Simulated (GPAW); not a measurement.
# ScHO2 (R-3m): G0W0 with GPAW, start to end

How does a plane-wave GW calculation on ScHO2 (R-3m) run from the first input to the gap?

Method: LDA and many-body steps on it, plane waves, in GPAW 26.7.0.

## Step 1: The starting structure

The structure is trigonal, space group R-3m (No. 166). The conventional cell has a = 3.233 Å, b = 3.233 Å, c = 13.593 Å, α = 90.00°, β = 90.00°, γ = 120.00°. Nearest to Sc lie 6 O at 2.14 Å. Nearest to H lie 2 O at 1.22 Å. Nearest to O lie 1 H at 1.22 Å and 3 Sc at 2.14 Å. Farther neighbours and most contacts between anions are not listed.

Structure file:

```cif
data_structure
_symmetry_space_group_name_H-M 'R-3m:H'
_symmetry_Int_Tables_number 166
_cell_length_a 3.2332
_cell_length_b 3.2332
_cell_length_c 13.5928
_cell_angle_alpha 90.000
_cell_angle_beta 90.000
_cell_angle_gamma 120.000
_cell_volume 123.05
loop_
_atom_site_label
_atom_site_type_symbol
_atom_site_symmetry_multiplicity
_atom_site_Wyckoff_symbol
_atom_site_fract_x
_atom_site_fract_y
_atom_site_fract_z
_atom_site_occupancy
Sc1 Sc 3 a 0.00000 0.00000 0.00000 1
H1 H 3 b 0.66667 0.33333 0.83333 1
O1 O 6 c 0.66667 0.33333 0.92303 1
```

The cell and positions are those that the Materials Project relaxed with its own functionals (PBE, PBE+U or r2SCAN), kept fixed.

## Step 2: Ground state

This step: GPAW 26.7.0; DFT, LDA, plane waves, PAW.

The ground-state density comes first.

File run.py:

```python
import json
import numpy as np
from gpaw.mpi import world
from ase import Atoms
from gpaw import GPAW, PW, FermiDirac

atoms = Atoms(['Sc', 'H', 'O', 'O'],
    cell=[[1.6165890435, 0.9333381194, 4.5309241552],
      [-1.6165890435, 0.9333381194, 4.5309241552],
      [0.0000000000, -1.8666762389, 4.5309241552]],
    scaled_positions=[[0.0000000000, 0.0000000000, 0.0000000000],
      [0.5000000000, 0.5000000000, 0.5000000000],
      [0.5897010000, 0.5897010000, 0.5897010000],
      [0.4102990000, 0.4102990000, 0.4102990000]],
    pbc=(True, True, True))
calc = GPAW(mode=PW(600),
    xc='LDA',
    kpts={'size': (8, 8, 8), 'gamma': True},
    occupations=FermiDirac(0.001),
    nbands=-8,
    convergence={'density': 1e-6, 'bands': -3},
    maxiter=100,
    txt='gs.txt')
atoms.calc = calc
res = {'energy': atoms.get_potential_energy()}
kpts = calc.get_ibz_k_points()
res['kpts'] = kpts
res['eigenvalues'] = [calc.get_eigenvalues(kpt=k) for k in range(len(kpts))]
res['n_electrons'] = calc.get_number_of_electrons()
calc.write('gs.gpw')

if world.rank == 0:
    with open('result.json', 'w') as f:
        json.dump(res, f, default=lambda x: x.tolist())
```

Started as:

```sh
> mpirun -n 4 gpaw python run.py
```

The log of the run:

```text
__  _  _
 | _ |_)|_||  |
 |__||  | ||/\| - 26.7.0

Input parameters:
  mode=PW(ecut=600.0),
  convergence={'density': 1e-06, 'bands': -3},
  kpts=MonkhorstPack(size=(8, 8, 8), gamma=True),
  maxiter=100,
  nbands=-8,
  occupations=Occupations(name='fermi-dirac', width=0.001, fixmagmom=False),
  xc=XC(name='LDA')
  [... matrices ...]
Diagonalizing LCAO Hamiltonian
Converting LCAO to pw mode

       O

       H

       O

       Sc

Atoms  # Å, Bohr magnetons
|   | symbol |         x |         y |        z |    initial magnetic moments |
| 0 |     Sc |  0.000000 |  0.000000 | 0.000000 | ( 0.0000,  0.0000,  0.0000) |
| 1 |      H |  0.000000 | -0.000000 | 6.796386 | ( 0.0000,  0.0000,  0.0000) |
| 2 |      O | -0.000000 | -0.000000 | 8.015672 | ( 0.0000,  0.0000,  0.0000) |
| 3 |      O | -0.000000 | -0.000000 | 5.577101 | ( 0.0000,  0.0000,  0.0000) |

Unit cell  # Å
| periodic |         x |         y |        z |  lengths |    angles |
|      yes |  1.616589 |  0.933338 | 4.530924 | 4.900383 | 38.524240 |
|      yes | -1.616589 |  0.933338 | 4.530924 | 4.900383 | 38.524240 |
|      yes |  0.000000 | -1.866676 | 4.530924 | 4.900383 | 38.524240 |

Number of symmetries: 12
Symmetry operations  # r_c * U_cc + t_c -> r_c
|    | kind |            matrix            |
|  0 |  E   |  1, 0, 0,  0, 1, 0,  0, 0, 1 |
|  1 |  σ   |  1, 0, 0,  0, 0, 1,  0, 1, 0 |
|  2 |  σ   |  0, 1, 0,  1, 0, 0,  0, 0, 1 |
|  3 |  C3  |  0, 1, 0,  0, 0, 1,  1, 0, 0 |
|  4 |  C3  |  0, 0, 1,  1, 0, 0,  0, 1, 0 |
|  5 |  σ   |  0, 0, 1,  0, 1, 0,  1, 0, 0 |
|  6 |  C2  |  0, 0,-1,  0,-1, 0, -1, 0, 0 |
|  7 |  S6  |  0, 0,-1, -1, 0, 0,  0,-1, 0 |
|  8 |  S6  |  0,-1, 0,  0, 0,-1, -1, 0, 0 |
|  9 |  C2  |  0,-1, 0, -1, 0, 0,  0, 0,-1 |
| 10 |  C2  | -1, 0, 0,  0, 0,-1,  0,-1, 0 |
| 11 |  i   | -1, 0, 0,  0,-1, 0,  0, 0,-1 |

BZ-sampling:
  Number of BZ points: 512
  Number of IBZ points: 65

  Monkhorst-Pack size: [8, 8, 8]
  Monkhorst-Pack shift: [0.0625, 0.0625, 0.0625]

K-points  # in reciprocal-cell coordinates
|     |                                coordinates |     weight |
|   0 | (  0.00000000,   0.00000000,   0.00000000) | 0.00195312 |
|   1 | (  0.12500000,   0.00000000,  -0.12500000) | 0.01171875 |
|   2 | (  0.12500000,   0.00000000,   0.00000000) | 0.01171875 |
|   3 | (  0.12500000,   0.12500000,  -0.12500000) | 0.01171875 |
|   4 | (  0.12500000,   0.12500000,   0.00000000) | 0.01171875 |
|   5 | (  0.12500000,   0.12500000,   0.12500000) | 0.00390625 |
|   6 | (  0.25000000,  -0.12500000,  -0.12500000) | 0.01171875 |
|   7 | (  0.25000000,   0.00000000,  -0.25000000) | 0.01171875 |
|   8 | (  0.25000000,   0.00000000,  -0.12500000) | 0.02343750 |
|   9 | (  0.25000000,   0.00000000,   0.00000000) | 0.01171875 |
| ... |                                            |            |
|  64 | (  0.50000000,   0.50000000,   0.50000000) | 0.00195312 |

Plane wave coefficients: 1405
Cutoff: 600.0 eV

Spin-components: 1 (collinear spins)
Bands:           20
Projectors:      19
Spin-degeneracy: 2
Datatype:        complex128

  Storage: CPU
  Wave functions: 29_224_000 bytes (7_306_000 per core)
  Projectors: 39_452_400 bytes (9_863_100 per core)
  [... matrices ...]
Parallelization:
  kpt:    4
  domain: 1
  band:   1

Density:
  Valence electrons: 24.0
  Components: 1
  Grid points: [28 28 28]
  Charge: 0.0  # |e|

Potential:
  Grid points: [28 28 28]

species:
  Sc:
    name:    Scandium
    Z:       21.0
    valence: 11
    core:    10
    charge:  0.0  # [|e|]
    compensation charges:
      type: gauss
      rc: 0.39  # [Å]
      lmax: 2
    cutoffs:
      filter: 2.14  # [Å]
      core: 1.08  # [Å]
    projectors
    | kind |    occ | energy [eV] | rcut [Å] |
    |   3s |  2.000 |     -54.706 |    1.228 |
    |   4s |  2.000 |      -4.292 |    1.228 |
    |   3p |  6.000 |     -33.568 |    1.281 |
    |   4p |  0.000 |      -1.520 |    1.281 |
    |   3d |  1.000 |      -3.425 |    1.196 |
    |    d |        |      23.786 |    1.196 |

    Using partial waves for Sc as LCAO basis

  H:
    name:    Hydrogen
    Z:       1.0
    valence: 1
    core:    0
    charge:  0.0  # [|e|]
    compensation charges:
      type: gauss
      rc: 0.15  # [Å]
      lmax: 2
    cutoffs:
      filter: 0.85  # [Å]
      core: 0.53  # [Å]
    projectors
    | kind |    occ | energy [eV] | rcut [Å] |
    |   1s |  1.000 |      -6.353 |    0.476 |
    |    s |        |      20.858 |    0.476 |
    |    p |        |       0.000 |    0.476 |

    Using partial waves for H as LCAO basis

  O:
    name:    Oxygen
    Z:       8.0
    valence: 6
    core:    2
    charge:  0.0  # [|e|]
    compensation charges:
      type: gauss
      rc: 0.21  # [Å]
      lmax: 2
    cutoffs:
      filter: 1.17  # [Å]
      core: 0.83  # [Å]
    projectors
    | kind |    occ | energy [eV] | rcut [Å] |
    |   2s |  2.000 |     -23.752 |    0.688 |
    |   2p |  4.000 |      -9.195 |    0.598 |
    |    s |        |       3.459 |    0.688 |
    |    p |        |      18.016 |    0.598 |
    |    d |        |       0.000 |    0.619 |

    Using partial waves for O as LCAO basis

Reference energy: -24809.573307  # eV

eigensolver:
  PPCG
  Converge bands: -3
  niter=2

density mixing:
  MSR1-Mixer
  Pratt-step length: 0.05
  Maximum mixing coefficient: 0.75
  Old densities: 10
  SVD Regularization: 0.005
  Good broyden scale: 1.0
  Trust region scale: 1.0
  Backstep threshold: 4.0
  History deletion threshold: 6.0
  Fourier metric: weight=20.0, sigma=0.015

occupation numbers:
  Fermi-Dirac:
    width: 0.0010  # eV

poisson solver:
  ecut: 4800.0  # eV

xc functional:
  name: None

Initialization done in: 2.363 s

convergence criteria:
- Maximum integral of absolute [dens]ity change: 1e-06 electrons / valence electron
- Maximum [total energy] change in last 3 cyles: 0.0005 eV / valence electron
- Maximum integral of absolute [eigenst]ate change: 4e-08 eV^2 / valence electron
maximum number of iterations: 100

SCF iterations
|iter     |     time |      energy | eigst |  dens |
|iter:   1|  |  -34.493016 | +0.91 |       |
|iter:   2|  |  -33.569103 | -0.83 | -0.84 |
|iter:   3|  |  -31.232244 | -0.04 | -0.89 |
|iter:   4|  |  -31.189956 | -1.52 | -1.46 |
|iter:   5|  |  -31.179298 | -2.44 | -1.72 |
|iter:   6|  |  -31.178805c| -3.30 | -2.32 |
|iter:   7|  |  -31.178815c| -4.65 | -3.03 |
|iter:   8|  |  -31.178814c| -5.75 | -3.61 |
|iter:   9|  |  -31.178814c| -7.27 | -4.42 |
|iter:  10|  |  -31.178814c| -8.00c| -5.12 |
|iter:  11|  |  -31.178814c| -7.99c| -5.84 |
|iter:  12|  |  -31.178814c| -9.59c| -6.70c|

Converged in 12 steps
SCF loop duration: 15.949 s (1.329 s/step)
Energy contributions relative to reference atoms: (reference = -24809.573307)
  [... matrices ...]
Energy contributions:
  Kinetic:          21.173090
  Coulomb:         -25.592394
  Zero:              0.383745
  External:          0.000000
  Xc:              -27.143256
  Entropy:          -0.000000
  Spinorbit:         0.000000
  ----------------------------
  Free energy:     -31.178814
  Extrapolated:    -31.178814

dipole moment: (-0.000000, 0.000000, -36.898426)  # |e|*Ang

Fermi level: 3.536
Eigenvalues  # (at kpt = [0.000, 0.000, 0.000])
| band index |      eig [eV] | occ [0-2] |
|          0 |       -44.109 |     2.000 |
|        ... |               |           |
|          4 |       -14.542 |     2.000 |
|          5 |       -12.283 |     2.000 |
|          6 |        -3.650 |     2.000 |
|          7 |         0.501 |     2.000 |
|          8 |         0.501 |     2.000 |
|          9 |         2.179 |     2.000 |
|         10 |         2.179 |     2.000 |
|         11 |         2.586 |     2.000 |
|         12 |         7.237 |     0.000 |
|         13 |         7.448 |     0.000 |
|         14 |         7.448 |     0.000 |
|         15 |         8.713 |     0.000 |
|         16 |        10.515 |     0.000 |
|         17 |        10.515 |     0.000 |
|         18 |        13.346 |     0.000 |
|         19 |        17.484 |     0.000 |

Gap: 3.860 eV
Transition (v -> c):
  (s=0, k=1, n=11, [0.12, 0.00, -0.12]) -> (s=0, k=60, n=12, [0.50, 0.50, 0.00])
Direct/indirect transitions are different
Direct gap: 4.267 eV
Transition at: (s=0, k=3, n=11, [0.12, 0.12, -0.12])
# Writing to gs.gpw (mode='')
  [... matrices ...]
```

The job ended after 20 s (4 MPI ranks of Arm Neoverse V1, shared host; peak memory 0.9 GiB; 79 s of CPU time).

Numbers from this step:

```yaml
total_energy: -31.18 eV
gap: 3.860 eV
k_of_the_valence_top: 0.125, 0, -0.125
k_of_the_conduction_bottom: 0.5, 0.5, 0
least_direct_gap: 4.267 eV
```

The gap is indirect, with the least direct gap 0.41 eV higher.

## Step 3: Bands along the symmetry lines

Levels along a band path, at the cheap level, show where the edges lie and whether the meshes to come will hold them.

File run.py:

```python
import json
import numpy as np
from gpaw.mpi import world
from gpaw import GPAW

path = [[0.000000, 0.000000, 0.000000],
    [0.062500, 0.062500, 0.062500],
    [0.125000, 0.125000, 0.125000],
    [0.187500, 0.187500, 0.187500],
    [0.250000, 0.250000, 0.250000],
    [0.312500, 0.312500, 0.312500],
    [0.375000, 0.375000, 0.375000],
    [0.437500, 0.437500, 0.437500],
    [0.500000, 0.500000, 0.500000],
    [0.538131, 0.461869, 0.500000],
    [0.576261, 0.423739, 0.500000],
    [0.614392, 0.385608, 0.500000],
    [0.652522, 0.347478, 0.500000],
    [0.690653, 0.309347, 0.500000],
    [0.728783, 0.271217, 0.500000],
    [0.766914, 0.233086, 0.500000],
    [0.805045, 0.194955, 0.500000],
    [0.500000, -0.194955, 0.194955],
    [0.500000, -0.170586, 0.170586],
    [0.500000, -0.146217, 0.146217],
    [0.500000, -0.121847, 0.121847],
    [0.500000, -0.097478, 0.097478],
    [0.500000, -0.073108, 0.073108],
    [0.500000, -0.048739, 0.048739],
    [0.500000, -0.024369, 0.024369],
    [0.500000, 0.000000, 0.000000],
    [0.437500, 0.000000, 0.000000],
    [0.375000, 0.000000, 0.000000],
    [0.312500, 0.000000, 0.000000],
    [0.250000, 0.000000, 0.000000],
    [0.187500, 0.000000, 0.000000],
    [0.125000, 0.000000, 0.000000],
    [0.062500, 0.000000, 0.000000],
    [0.000000, 0.000000, 0.000000],
    [0.043435, -0.043435, 0.000000],
    [0.086869, -0.086869, 0.000000],
    [0.130304, -0.130304, 0.000000],
    [0.173739, -0.173739, 0.000000],
    [0.217174, -0.217174, 0.000000],
    [0.260608, -0.260608, 0.000000],
    [0.304043, -0.304043, 0.000000],
    [0.347478, -0.347478, 0.000000],
    [0.652522, 0.000000, 0.347478],
    [0.633457, 0.000000, 0.366543],
    [0.614392, 0.000000, 0.385608],
    [0.595326, 0.000000, 0.404674],
    [0.576261, 0.000000, 0.423739],
    [0.557196, 0.000000, 0.442804],
    [0.538131, 0.000000, 0.461869],
    [0.519065, 0.000000, 0.480935],
    [0.500000, 0.000000, 0.500000],
    [0.437500, 0.000000, 0.437500],
    [0.375000, 0.000000, 0.375000],
    [0.312500, 0.000000, 0.312500],
    [0.250000, 0.000000, 0.250000],
    [0.187500, 0.000000, 0.187500],
    [0.125000, 0.000000, 0.125000],
    [0.062500, 0.000000, 0.062500],
    [0.000000, 0.000000, 0.000000]]
calc = GPAW('gs.gpw').fixed_density(kpts=path,
    symmetry='off',
    nbands=22,
    convergence={'bands': 18},
    txt='bands.txt')
res = {}
kpts = calc.get_ibz_k_points()
res['kpts'] = kpts
res['eigenvalues'] = [calc.get_eigenvalues(kpt=k) for k in range(len(kpts))]
res['n_electrons'] = calc.get_number_of_electrons()

if world.rank == 0:
    with open('result.json', 'w') as f:
        json.dump(res, f, default=lambda x: x.tolist())
```

Started as:

```sh
> mpirun -n 4 gpaw python run.py
```

The log of the run:

```text
Diagonalizing LCAO Hamiltonian
Converting LCAO to pw mode
convergence criteria:
- Maximum integral of absolute [eigenst]ate change: 4e-08 eV^2 / valence electron
maximum number of iterations: 100

SCF iterations
|iter     |     time |      energy | eigst |  dens |
|iter:   1|  |             | +0.90 |       |
|iter:   2|  |             | -0.53 |       |
|iter:   3|  |             | -1.72 |       |
[...]
|iter:   7|  |             | -6.37 |       |
|iter:   8|  |             | -7.06 |       |
|iter:   9|  |             | -8.30c|       |
SCF steps: 9
  __  _  _
 | _ |_)|_||  |
 |__||  | ||/\| - 26.7.0

Input parameters:
  mode=PW(ecut=600.0),
  convergence={'bands': 18},
  gpts=array([28, 28, 28]),
  kpts=KPoints(kpts=array([[ 0.      ,  0.      ,  0.      ],
         [ 0.0625  ,  0.0625  ,  0.0625  ],
         [ 0.125   ,  0.125   ,  0.125   ],
         [ 0.1875  ,  0.1875  ,  0.1875  ],
[...]
[ 0.538131,  0.461869,  0.5     ],
         [ 0.576261,  0.423739,  0.5     ],
         [ 0.614392,  0.385608,  0.5     ],
[...]
[ 0.5     , -0.194955,  0.194955],
         [ 0.5     , -0.170586,  0.170586],
         [ 0.5     , -0.146217,  0.146217],
[...]
[ 0.5     , -0.048739,  0.048739],
         [ 0.5     , -0.024369,  0.024369],
[...]
[ 0.304043, -0.304043,  0.      ],
         [ 0.347478, -0.347478,  0.      ],
         [ 0.652522,  0.      ,  0.347478],
         [ 0.633457,  0.      ,  0.366543],
         [ 0.614392,  0.      ,  0.385608],
[...]
[ 0.538131,  0.      ,  0.461869],
         [ 0.519065,  0.      ,  0.480935],
[...]
[ 0.125   ,  0.      ,  0.125   ],
         [ 0.0625  ,  0.      ,  0.0625  ],
         [ 0.      ,  0.      ,  0.      ]])),
  maxiter=100,
  nbands=22,
  occupations=Occupations(name='fermi-dirac', width=0.001, fixmagmom=False),
  parallel={},
  symmetry=Symmetry(point_group=False, time_reversal=False),
  xc=XC(name='LDA')
  [... matrices ...]
timing:  # [seconds]
  Total: 0.025  # ━━━━━━━━━━━━━━━━━━━━━━━━━━━━━━━━━━━━━━━━━━━━━━━━━━━━━━━━━━━
```

It took 14 s on 4 MPI ranks; peak memory 0.92 GiB.

Numbers from this step:

- gap: 3.861 eV
- k of the valence top: 0.1303, -0.1303, 0
- k of the conduction bottom: 0.5, 0, 0.5
- least direct gap: 4.530 eV

The gap is 3.861 eV, +0.001 eV from the run before at this level.

The electronic bands at the labelled points (eV, zero at the top of the highest filled band):

```
     point  band 9  band 10  band 11  band 12  band 13  band 14  band 15  band 16
         Γ   -2.25    -0.57    -0.57    -0.17     4.49     4.70     4.70     5.96
   halfway   -2.40    -1.23    -0.33    -0.33     4.71     4.71     4.88     6.72
         T   -2.52    -2.52    -0.12    -0.12     4.73     4.73     5.51     6.92
   halfway   -2.23    -2.01    -1.08    -0.76     4.64     5.01     5.66     6.38
        H2   -2.48    -2.25    -1.06    -1.00     4.76     5.06     5.61     7.34
jump to H0   -2.48    -2.25    -1.06    -1.00     4.76     5.06     5.61     7.34
   halfway   -2.40    -1.50    -1.10    -1.00     4.55     5.39     5.50     7.27
         L   -2.08    -1.29    -1.28    -0.81     4.21     5.45     5.85     7.56
   halfway   -2.03    -1.99    -0.88    -0.16     4.38     5.06     5.37     7.25
         Γ   -2.25    -0.57    -0.57    -0.17     4.49     4.70     4.70     5.96
   halfway   -2.34    -1.69    -1.38    -0.07     4.50     4.89     5.63     7.04
        S0   -2.59    -2.09    -1.09    -0.98     4.73     5.14     5.55     7.32
jump to S2   -2.59    -2.09    -1.09    -0.98     4.73     5.14     5.55     7.32
   halfway   -2.46    -1.76    -1.42    -0.81     4.21     5.39     5.76     7.21
         F   -2.50    -1.66    -1.29    -0.73     3.86     5.55     5.86     7.10
   halfway   -1.93    -1.82    -1.00    -0.35     4.18     5.31     5.36     6.49
         Γ   -2.25    -0.57    -0.57    -0.17     4.49     4.70     4.70     5.96
```

## Step 4: Empty states on the mesh, 4×4×4 mesh, 103 bands

The sums over transitions need many empty states on a uniform mesh; this step solves for them.

File run.py:

```python
import json
import numpy as np
from gpaw.mpi import world
from gpaw import GPAW

calc = GPAW('gs.gpw').fixed_density(kpts={'size': (4, 4, 4), 'gamma': True},
    parallel={'domain': 1, 'band': 1},
    txt='nscf.txt')
calc.diagonalize_full_hamiltonian(nbands=103)
calc.write('full.gpw', mode='all')
res = {}
kpts = calc.get_ibz_k_points()
res['kpts'] = kpts
res['eigenvalues'] = [calc.get_eigenvalues(kpt=k) for k in range(len(kpts))]
res['n_electrons'] = calc.get_number_of_electrons()

if world.rank == 0:
    with open('result.json', 'w') as f:
        json.dump(res, f, default=lambda x: x.tolist())
```

Started as:

```sh
> mpirun -n 4 gpaw python run.py
```

The log of the run:

```text
Diagonalizing LCAO Hamiltonian
Converting LCAO to pw mode
convergence criteria:
- Maximum integral of absolute [eigenst]ate change: 4e-08 eV^2 / valence electron
maximum number of iterations: 100

SCF iterations
|iter     |     time |      energy | eigst |  dens |
|iter:   1|  |             | +0.86 |       |
|iter:   2|  |             | -1.00 |       |
|iter:   3|  |             | -1.70 |       |
|iter:   4|  |             | -3.09 |       |
|iter:   5|  |             | -3.72 |       |
|iter:   6|  |             | -5.20 |       |
|iter:   7|  |             | -5.86 |       |
|iter:   8|  |             | -7.73c|       |
SCF steps: 8
  __  _  _
 | _ |_)|_||  |
 |__||  | ||/\| - 26.7.0

Input parameters:
  mode=PW(ecut=600.0),
  convergence={'density': 1e-06, 'bands': -3},
  gpts=array([28, 28, 28]),
  kpts=MonkhorstPack(size=(4, 4, 4), gamma=True),
  maxiter=100,
  nbands=20,
  occupations=Occupations(name='fermi-dirac', width=0.001, fixmagmom=False),
  parallel={'domain': 1, 'band': 1},
  xc=XC(name='LDA')
Matrix size: 1405x1405
# Writing to full.gpw (mode='all')
  [... matrices ...]

timing:  # [seconds]
  Total: 12.814  # ━━━━━━━━━━━━━━━━━━━━━━━━━━━━━━━━━━━━━━━━━━━━━━━━━━━━━━━━━━
```

Wall time 19 s (4 MPI ranks); peak memory 1.6 GiB; 74 s of CPU time.

Numbers from this step:

```
gap                                                           : 3.981 eV
k of the valence top                                          : 0.5, 0.5, 0.5
k of the conduction bottom                                    : 0.5, 0.5, 0
least direct gap                                              : 4.530 eV
k points computed                                             : 13
lowest point of the top converged band, above the valence top : 86.3012 eV
```

On this mesh the gap is 3.981 eV. The earlier step found 3.860 eV, so this mesh misses an edge.

(Continued in part 2 of 2.)

[Paths, hosts, dates, memory and timing lines, banners, echoed tables and standing remarks are left out of the program output.]

[Logs are printed without paths, hosts, clocks, repeated set-up lines and the standing remarks that a program may print on its own settings, such as how far it seeks lower states.]

[Runs of the session that timed out or met a known fault of the program may be left out.]

[Hosts, paths, dates, database ids (printed as entryN), source tags and the programs' standing remarks are cut or masked in the printed files.]
